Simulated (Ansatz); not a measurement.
# F-SiC-F chair monolayer in a perpendicular field, part 2 of 2

What dipole does a perpendicular field induce in the F-SiC-F chair monolayer, and does the gap follow? A positive field points along +c.

Ansatz 0.2.0; plane-wave DFT, PBE-D3(BJ), Ansatz PAW (set soft_1); PAW set soft_1.

So far, gap on the k-mesh (eV): step 2 (relaxation) 1.94.

### 3. Single point, field 0

A sawtooth potential applies the field, turning back in the middle of the vacuum. With the dipole correction the typed value is the field outside the slab. The induced dipole is small, so the SCF threshold is tight.

The cell differs from the one that the last finished run ended in (c 38.233 → 21.607 Å).

File input.yaml:

```yaml
crystal:
  lattice:
    - [3.1534816846, 0.0, 0.0]
    - [-1.5767408423, 2.7309952492, 0.0]
    - [0.0, 0.0, 21.6071011042]
  atoms:
    - { symbol: F, position: [0.6666666667, 0.3333333333, 0.4165297305] }
    - { symbol: C, position: [0.6666666667, 0.3333333333, 0.4829143638] }
    - { symbol: Si, position: [0.3333333333, 0.6666666667, 0.5092984438] }
    - { symbol: F, position: [0.3333333333, 0.6666666667, 0.5834702695] }
kpoints:
  mp_grid: { grid: [18, 18, 1] }
  band_path:
    path: [[0, 0, 0], [0.5, 0, 0], [0.33333333, 0.33333333, 0], [0, 0, 0]]
    npoints: 16
hamiltonian:
  xc: pbe
  dispersion: d3bj
  pseudopotentials: { kind: paw, azcp: { folder: soft_1 } }
scf:
  occupations: { method: fermi_dirac, width: 0.02585 }
  convergence: { dr2_threshold: 1.0e-10 }
efield:
  axis: 3
  dipole_correction: true
  ramp_position: 0.97
  ramp_width: 0.06
  amplitude: 0
output:
  dos: { projected: true, e_range: [-6, 5] }
  write_potential: true
  write_density: true
  volumetric_format: npy
  elf: true
```

The run is started by

```sh
$ ansatz run input.yaml --threads 2 --pin off --max-ram 3072MiB --backend cpu --events-out ev --progress --plain --runs-dir out
```

Numbers of over 12 decimals in the logs are rounded to 6 here.

The program printed:

```text
[...]
Crystal: 4 atoms, lattice volume = 186.083 Å³
Basis set: ecut = 420 eV, 3613 PW (Γ)
Bands: 15, of which v1, the nominal top of the filled ones, is band 11 counted from 1 (10 counted from 0)
Symmetry: 6 space group operations
[...]
k-points: 37 of 324 (time reversal used)
[...]
SCF iter   1: F=—  HF=-2505.172592 eV  |F-HF|=—  |Δ(HF+E_count)|=         —  Δρ=6.15e-2  dr2=5.28e0  ethr=3.10e-3  p=0.000 e·Å  D=3.05e-9 V/Å  ΔV_dip=-0.00 eV  dr2_dipole=1.15e-4  V_vac-E_F(+/−)=7.61/7.61 eV  ⟨swp⟩=9.1  Hψ=4326  notcnv=0
efield: sawtooth ramp at fractional position 0.9700 (set: `efield.ramp_position`, or a place that a band, a saddle search or an elastic batch's reference lends), width 0.0600; the density the first Hamiltonian is built on has a dipole p = 0.000 e·Å; the dipole correction subtracts the counter field D = 3.05e-9 V/Å, which shifts the + side's vacuum level by -0.00 eV against the − side's; the planar-averaged density in the ramp window peaks in size at 1.2e-7 e/Å³
[...]
SCF iter   2: F=—  HF=-2503.731905 eV  |F-HF|=—  |Δ(HF+E_count)|=    1.44e0  Δρ=2.73e-2  dr2=6.35e-1  ethr=3.10e-3  p=-0.008 e·Å  D=-7.49e-3 V/Å  ΔV_dip=0.16 eV  dr2_dipole=2.16e-5  V_vac-E_F(+/−)=6.89/6.73 eV  ⟨swp⟩=4.4  Hψ=1838  notcnv=0
[...]
SCF iter  11: F=-2503.582185 eV  HF=-2503.582185 eV  |F-HF|=8.73e-11  |Δ(HF+E_count)|=   1.98e-9  Δρ=2.98e-7  dr2=6.54e-11  ethr=1.00e-12  p=-0.004 e·Å  D=-3.59e-3 V/Å  ΔV_dip=0.08 eV  dr2_dipole=1.65e-13  V_vac-E_F(+/−)=6.58/6.51 eV  ⟨swp⟩=3.5  Hψ=2526  notcnv=0
SCF 1 converged in 11 iterations: F = -2503.582185 eV  dr2 = 6.54e-11
[...]
NSCF: frozen V_eff on 49 k-points
efield: sawtooth ramp at fractional position 0.9700 (kept from the solve that this one continues, or follows in the run), width 0.0600; the density the first Hamiltonian is built on has a dipole p = -0.004 e·Å; the dipole correction subtracts the counter field D = -3.59e-3 V/Å, which shifts the + side's vacuum level by +0.08 eV against the − side's; the planar-averaged density in the ramp window peaks in size at 5.6e-6 e/Å³
[...]
SCF converged after 11 iterations
Free energy (F): -2503.582185 eV
[...]
Internal energy: -2503.582185 eV  (E = F + TS)
E sigma→0 (E₀):  -2503.582185 eV
Fermi energy:    -3.560375 eV
Dipole field:    D = -0.003593 V/Å  (p = -0.003695 e·Å, saw-weighted, corrected)
Work function:   Φ+ = 6.5828 eV   Φ− = 6.5053 eV
Levels:          The Fermi level and band energies are counted from a zero that moves with the ramp; work functions are not
[...]
--- Band table (eV; the first three rows and the last of 37) ---
  k-point 0: bands = [... 7 lower, -8.5619, -8.5619, -4.5452, -4.5452, -2.6035, 1.2003, 2.5827, 2.8444]
  k-point 1: bands = [... 7 lower, -8.5808, -8.5666, -4.7349, -4.5901, -2.4795, 1.3087, 2.6399, 2.7278]
  k-point 2: bands = [... 7 lower, -8.6352, -8.5810, -5.1926, -4.7116, -2.1881, 1.5317, 2.4895, 2.8935]
  k-point 36: bands = [... 7 lower, -9.3489, -8.7374, -7.3928, -7.0013, 1.7260, 2.5942, 3.0762, 4.6005]
```

The job ended after 10 s (2 threads of Arm Neoverse V1, shared host; peak memory 0.43 GiB; 20 s of CPU time).

In the SCF lines HF is the Harris–Foulkes energy and dr2 the Hartree energy of the density residual, in eV; the loop may stop once dr2 is under the threshold and the program's other checks hold. Hψ counts applications of the Hamiltonian.

This step gave:

- dipole along the normal: -0.003695 e·Å
- gap along the path: 1.942 eV
- smallest direct gap along the path: 1.942 eV
- step between the vacuum levels: 0.07752 eV
- ionisation energy, upper face: 7.568 eV
- electron affinity, upper face: 5.626 eV
- ionisation energy, lower face: 7.490 eV
- gap, the smaller of path and mesh: 1.942 eV

Running mean over a fixed 2.7 Å (it still follows the layers) of the planar mean; the ramp of the sawtooth is left out. The electron's electrostatic potential energy less the Fermi level by z:

z (Å), electron's electrostatic potential energy less the Fermi level (eV) and a bar from the least value:
```
        3       6.51 ##############################
        4       6.51 ##############################
        5       6.51 ##############################
        6       6.50 ##############################
        7       6.38 ##############################
        8       3.93 ########################
        9       0.09 ################
       10      -6.39 ##
       11      -7.13 
       12      -4.15 #######
       13       2.07 ####################
       14       5.17 ###########################
       15       6.56 ##############################
       16       6.58 ##############################
       17       6.58 ##############################
       18       6.58 ##############################
```

The density of states has structure finer than the step of the table below, so its rows give means over 0.5 eV, whole bins alone (the curve runs from -6 to 2.93 eV). Peaks (eV: height): -5.53: 7.81, -5.20: 34.1.

The density of states by energy, zero at the Fermi level of the run, which the smearing sets inside the gap; means over each step:

```
energy (eV)  density of states (states/eV a cell)
       -5.5                                  4.15
       -5.0                                  4.88
       -4.5                                     0
       -4.0                                  1.88
       -3.5                                  1.02
       -3.0                                  1.10
       -2.5                                  1.19
       -2.0                                  1.56
       -1.5                                 0.881
       -1.0                                 0.316
       -0.5                                     0
        0.0                                     0
        0.5                                     0
        1.0                                 0.107
        1.5                                 0.293
        2.0                                 0.416
        2.5                                 0.790
```

Projected DOS per atom over height of the atomic layer and energy from the Fermi level. Layers: F C Si F from below.

Ten even steps from '_' (0.0 states/eV) to '@' (3.4 states/eV), each cell a mean:
```
____..__
________
________
________
________
________
________
________
________
________
__..____
__..____
....____
....____
..______
..______
--______
..______
________
::____@@
--..__@@
--..__--
```
Columns: height of the atomic layer (Å) from 9 to 12.6 (not evenly spaced); rows upwards: energy from the Fermi level (eV) from -5.96 to 2.95.

The electronic bands at the labelled points (eV, zero at the Fermi level of the run, which the smearing sets inside the gap):

```
  point  band 8  band 9  band 10  band 11  band 12  band 13  band 14  band 15
      Γ   -5.00   -5.00    -0.98    -0.98     0.96     4.76     6.14     6.40
halfway   -5.29   -5.09    -3.01    -1.58     2.25     4.70     6.76     7.55
      M   -5.52   -5.20    -4.16    -2.00     2.67     4.95     6.33     9.62
halfway   -5.65   -5.19    -4.03    -2.80     4.23     5.19     6.83     8.33
      K   -5.79   -5.18    -3.83    -3.44     5.29     6.15     6.64     8.16
halfway   -5.33   -5.16    -3.17    -2.13     2.77     5.62     6.39     7.63
      Γ   -5.00   -5.00    -0.98    -0.98     0.96     4.76     6.14     6.40
```

Electrostatic potential energy in the ca plane at fractional y = 0.333, with atoms of F and C within 0.2 Å of it. With pseudopotentials it is smooth inside the atoms' cores, unlike the true potential.

Ten even steps from '0' (-38 eV) to '9' (3 eV), each cell a mean:
```
99999999999999999998778656788999999999999999
99999999999999999982014101688999999999999999
99999999999999999970001000589999999999999999
99999999999999999993025202688999999999999999
99999999999999999999888766788999999999999999
99999999999999999999998876678899999999999999
99999999999999999999998875568899999999999999
99999999999999999999998876678899999999999999
```
Columns run along c (16.0 Å, from fractional 0.08 to 0.82 of the cell; values clipped at the 3rd and 97th percentile), rows up along a (3.2 Å). Atoms in or near the plane, at fractional coordinates: F at (0.42, 0.67), C at (0.48, 0.67).

ELF in the ca plane at fractional y = 0.333, with atoms of F and C within 0.2 Å of it. It is the smooth field of the valence electrons, not physical close to the nuclei.

Ten even steps from '0' (0.00) to '9' (0.89), each cell a mean:
```
00000000000000000158863599830111000000000000
00000000000000000269876557730000000000000000
00000000000000000378668303520000000000000000
00000000000000000269876568730000000000000000
00000000000000000147852599831122100000000000
00000000000000000012210378522455310000000000
00000000000000000000000245323576410000000000
00000000000000000013311478621355310000000000
```
Columns run along c (16.0 Å, from fractional 0.08 to 0.82 of the cell), rows up along a (3.2 Å). Atoms in or near the plane, at fractional coordinates: F at (0.42, 0.67), C at (0.48, 0.67).

Valence density in the ca plane at fractional y = 0.333, with atoms of F and C within 0.2 Å of it. It is the smooth field of the valence electrons, not physical close to the nuclei.

Ten steps, logarithmic in the rise over the least value, from '0' (0 e/Å³) to '9' (11 e/Å³), each cell a mean:
```
00000000000000013443344321110000000000000000
00000000000000026885555421000000000000000000
00000000000000037996555421000000000000000000
00000000000000025875455421000000000000000000
00000000000000012432344321111000000000000000
00000000000000000111123321222100000000000000
00000000000000000000122222232100000000000000
00000000000000000111233321221100000000000000
```
Columns run along c (16.0 Å, from fractional 0.13 to 0.87 of the cell), rows up along a (3.2 Å). Atoms in or near the plane, at fractional coordinates: F at (0.42, 0.67), C at (0.48, 0.67).

The gap is 1.94 eV, with the valence edge 7.57 eV and the conduction edge 5.63 eV under the upper vacuum level.

### 4. Atoms held, field 0.1 V/Å

input.yaml, as its differences from that of step 3:

```diff
@@ -25,7 +25,6 @@
   dipole_correction: true
-  ramp_position: 0.97
-  ramp_width: 0.06
-  amplitude: 0
+  ramp_position: 0.9199
+  ramp_width: 0.1601
+  amplitude: 0.1
 output:
-  dos: { projected: true, e_range: [-6, 5] }
   write_potential: true
@@ -33,2 +32 @@
   volumetric_format: npy
-  elf: true
```

The program printed:

```text
[...]
Crystal: 4 atoms, lattice volume = 186.083 Å³
Basis set: ecut = 420 eV, 3613 PW (Γ)
Bands: 15, of which v1, the nominal top of the filled ones, is band 11 counted from 1 (10 counted from 0)
Symmetry: 6 space group operations
[...]
k-points: 37 of 324 (time reversal used)
[...]
--- Band table (eV; the first three rows and the last of 37) ---
  k-point 0: bands = [... 7 lower, -8.5326, -8.5326, -4.5610, -4.5610, -2.6169, 1.2293, 2.3058, 2.8419]
  k-point 1: bands = [... 7 lower, -8.5526, -8.5378, -4.7510, -4.6058, -2.4926, 1.3374, 2.3692, 2.7294]
  k-point 2: bands = [... 7 lower, -8.6089, -8.5534, -5.2094, -4.7274, -2.2005, 1.5547, 2.4551, 2.6509]
  k-point 36: bands = [... 7 lower, -9.3289, -8.7088, -7.4193, -7.0189, 1.7115, 2.6003, 3.0716, 4.5923]
[key lines of the parts left out:]
SCF converged after 12 iterations
Free energy (F): -2503.582631 eV
Fermi energy:    -3.574948 eV
Dipole field:    D = 0.012263 V/Å  (p = 0.012611 e·Å, saw-weighted, corrected)
```

The job ended after 10 s (2 threads; peak memory 0.4 GiB; 20 s of CPU time).

The dipole is 0.0126 e·Å, 0.0163 e·Å from its value without field, and the gap 1.944 eV.

### 5. Atoms held, field -0.1 V/Å

input.yaml, as its differences from that of step 4:

```diff
@@ -27,3 +27,3 @@
   ramp_width: 0.1601
-  amplitude: 0.1
+  amplitude: -0.1
 output:
```

The program printed:

```text
[...]
Crystal: 4 atoms, lattice volume = 186.083 Å³
Basis set: ecut = 420 eV, 3613 PW (Γ)
Bands: 15, of which v1, the nominal top of the filled ones, is band 11 counted from 1 (10 counted from 0)
Symmetry: 6 space group operations
[...]
k-points: 37 of 324 (time reversal used)
[...]
--- Band table (eV; the first three rows and the last of 37) ---
  k-point 0: bands = [... 7 lower, -8.5863, -8.5863, -4.5296, -4.5296, -2.5907, 1.1651, 2.5125, 2.8466]
  k-point 1: bands = [... 7 lower, -8.6048, -8.5906, -4.7190, -4.5745, -2.4670, 1.2736, 2.5552, 2.7510]
  k-point 2: bands = [... 7 lower, -8.6588, -8.6043, -5.1758, -4.6959, -2.1764, 1.5022, 2.4580, 2.8407]
  k-point 36: bands = [... 7 lower, -9.3691, -8.7654, -7.3661, -6.9833, 1.7400, 2.5879, 3.0803, 4.6085]
[key lines of the parts left out:]
SCF converged after 11 iterations
Free energy (F): -2503.583370 eV
Fermi energy:    -3.546160 eV
Dipole field:    D = -0.019450 V/Å  (p = -0.020001 e·Å, saw-weighted, corrected)
```

Elapsed: 9.8 s, on 2 threads; peak memory 0.4 GiB; 19 s of CPU time.

The dipole is -0.0200 e·Å, -0.0163 e·Å from its value without field, and the gap 1.939 eV.

### 6. Response, atoms held

This step: plane-wave DFT, PBE-D3(BJ), Ansatz PAW (set soft_1); response to a field along the normal, atoms held; PAW set soft_1 (Ansatz 0.2.0).

The dipoles give the slope, and the difference of two potentials shows where the field is screened.

Numbers from this step:

- equivalent conductor thickness p/(ε₀AE): 3.426 Å
- distance between the outer atoms: 3.607 Å

The dipole of the cell by applied field:

```
applied field (V/Å)  dipole of the cell (e·Å)
            -0.1000                   -0.0200
             0.0000                  -0.00369
             0.1000                    0.0126
```

Local field over the applied field, running mean. From the potentials at -0.1 and 0.1 V/Å; running mean over 2.5 Å. The local field over applied field by z:

z (Å), local field over applied field and a bar from the least value:
```
      4.5       1.00 ##############################
      5.0       1.00 ##############################
      5.5       1.00 ##############################
      6.0       1.00 ##############################
      6.5       0.99 ##############################
      7.0       0.97 #############################
      7.5       0.89 ##########################
      8.0       0.77 #####################
      8.5       0.63 ###############
      9.0       0.50 ##########
      9.5       0.34 ####
     10.0       0.24 
     10.5       0.24 
     11.0       0.25 
     11.5       0.27 #
     12.0       0.37 #####
     12.5       0.51 ###########
     13.0       0.62 ###############
     13.5       0.75 ####################
     14.0       0.87 #########################
     14.5       0.95 ############################
     15.0       0.99 ##############################
     15.5       1.00 ##############################
     16.0       1.00 ##############################
     16.5       1.00 ##############################
     17.0       1.00 ##############################
     17.5       1.00 ##############################
```

The induced electron density oscillates, so the rows of the table below give means over windows of 0.5 Å about each position, cut where the curve ends. Its maxima inside the range that stand out by 2 % of the span (Å: e/Å³ per V/Å): 8.50: 0.00398, 9.22: 0.00144, 10.37: 0.00383, 11.96: 0.00143, 12.68: -0.00126. Its minima: 9.07: 1.7e-4, 9.65: -2.6e-4, 11.09: -0.00422, 12.39: -0.00147, 13.11: -0.00346.

Electrons, planar mean, per unit field. Induced electron density against z; means over each step:

z (Å), induced electron density (e/Å³ per V/Å) and a bar from the least value:
```
      5.0    0.00000 ##############
      5.5    0.00000 ##############
      6.0    0.00000 ##############
      6.5    0.00002 ##############
      7.0    0.00012 ###############
      7.5    0.00051 ################
      8.0    0.00188 ######################
      8.5    0.00355 ##############################
      9.0    0.00102 ###################
      9.5    0.00046 ################
     10.0    0.00101 ###################
     10.5    0.00240 #########################
     11.0   -0.00310 
     11.5   -0.00143 ########
     12.0    0.00086 ##################
     12.5   -0.00130 ########
     13.0   -0.00283 #
     13.5   -0.00223 ####
     14.0   -0.00072 ###########
     14.5   -0.00017 #############
     15.0   -0.00004 ##############
     15.5   -0.00001 ##############
     16.0    0.00000 ##############
     16.5    0.00000 ##############
```

The smaller of the gaps on the path and on the k-mesh, counted as 0 under 0.03 eV. The gap by applied field:

```
applied field (V/Å)  gap (eV)
            -0.1000      1.94
             0.0000      1.94
             0.1000      1.94
```

By hand: between -0.1 and 0.1 V/Å the dipole changes by 0.03261 e·Å, a slope of 0.1631 e·Å²/V. A perfect conductor of thickness t has p = ε₀AEt, so t = 180.95 × 0.1631 / 8.612 = 3.43 Å (e/ε₀ = 180.95 V·Å, A in Å²).

The induced dipole is that of a conductor 3.43 Å thick.

### 7. Results

```
gap without field                          : 1.94 eV
ionisation energy, upper face              : 7.57 eV
electron affinity, upper face              : 5.63 eV
step between the vacuum levels             : 0.0775 eV
equivalent conductor thickness, atoms held : 3.43 Å
```

What this shows: The induced dipole equals that of a perfect conductor 3.43 Å thick, while the outer atoms lie 3.61 Å apart; an out-of-plane ε follows only once a thickness t is chosen, by 1 − 1/ε = 3.43 Å / t. The two faces differ: the vacuum level above lies 0.08 eV higher than the one below. The gap stays within 0.01 eV of 1.94 eV over the fields run, up to 0.1 V/Å in size. Semilocal functionals give gaps that are too small, and excitons are not included.

[Logs are printed without paths, hosts, clocks, repeated set-up lines and the standing remarks that a program may print on its own settings, such as how far it seeks lower states.]

[Hosts, paths, dates, database ids (printed as entryN), source tags and the programs' standing remarks are cut or masked in the printed files.]

[Maps of the electrostatic potential energy from Ansatz leave out the sawtooth potential of an applied field or a dipole correction, so their vacuum need not be flat; planar profiles and work functions include it.]

[The density of states shown here was stored with 400 of the rows of the run's finer table, so its peaks can read low, often by over a quarter, or be missed, and its means over a window can be off by a tenth or more.]
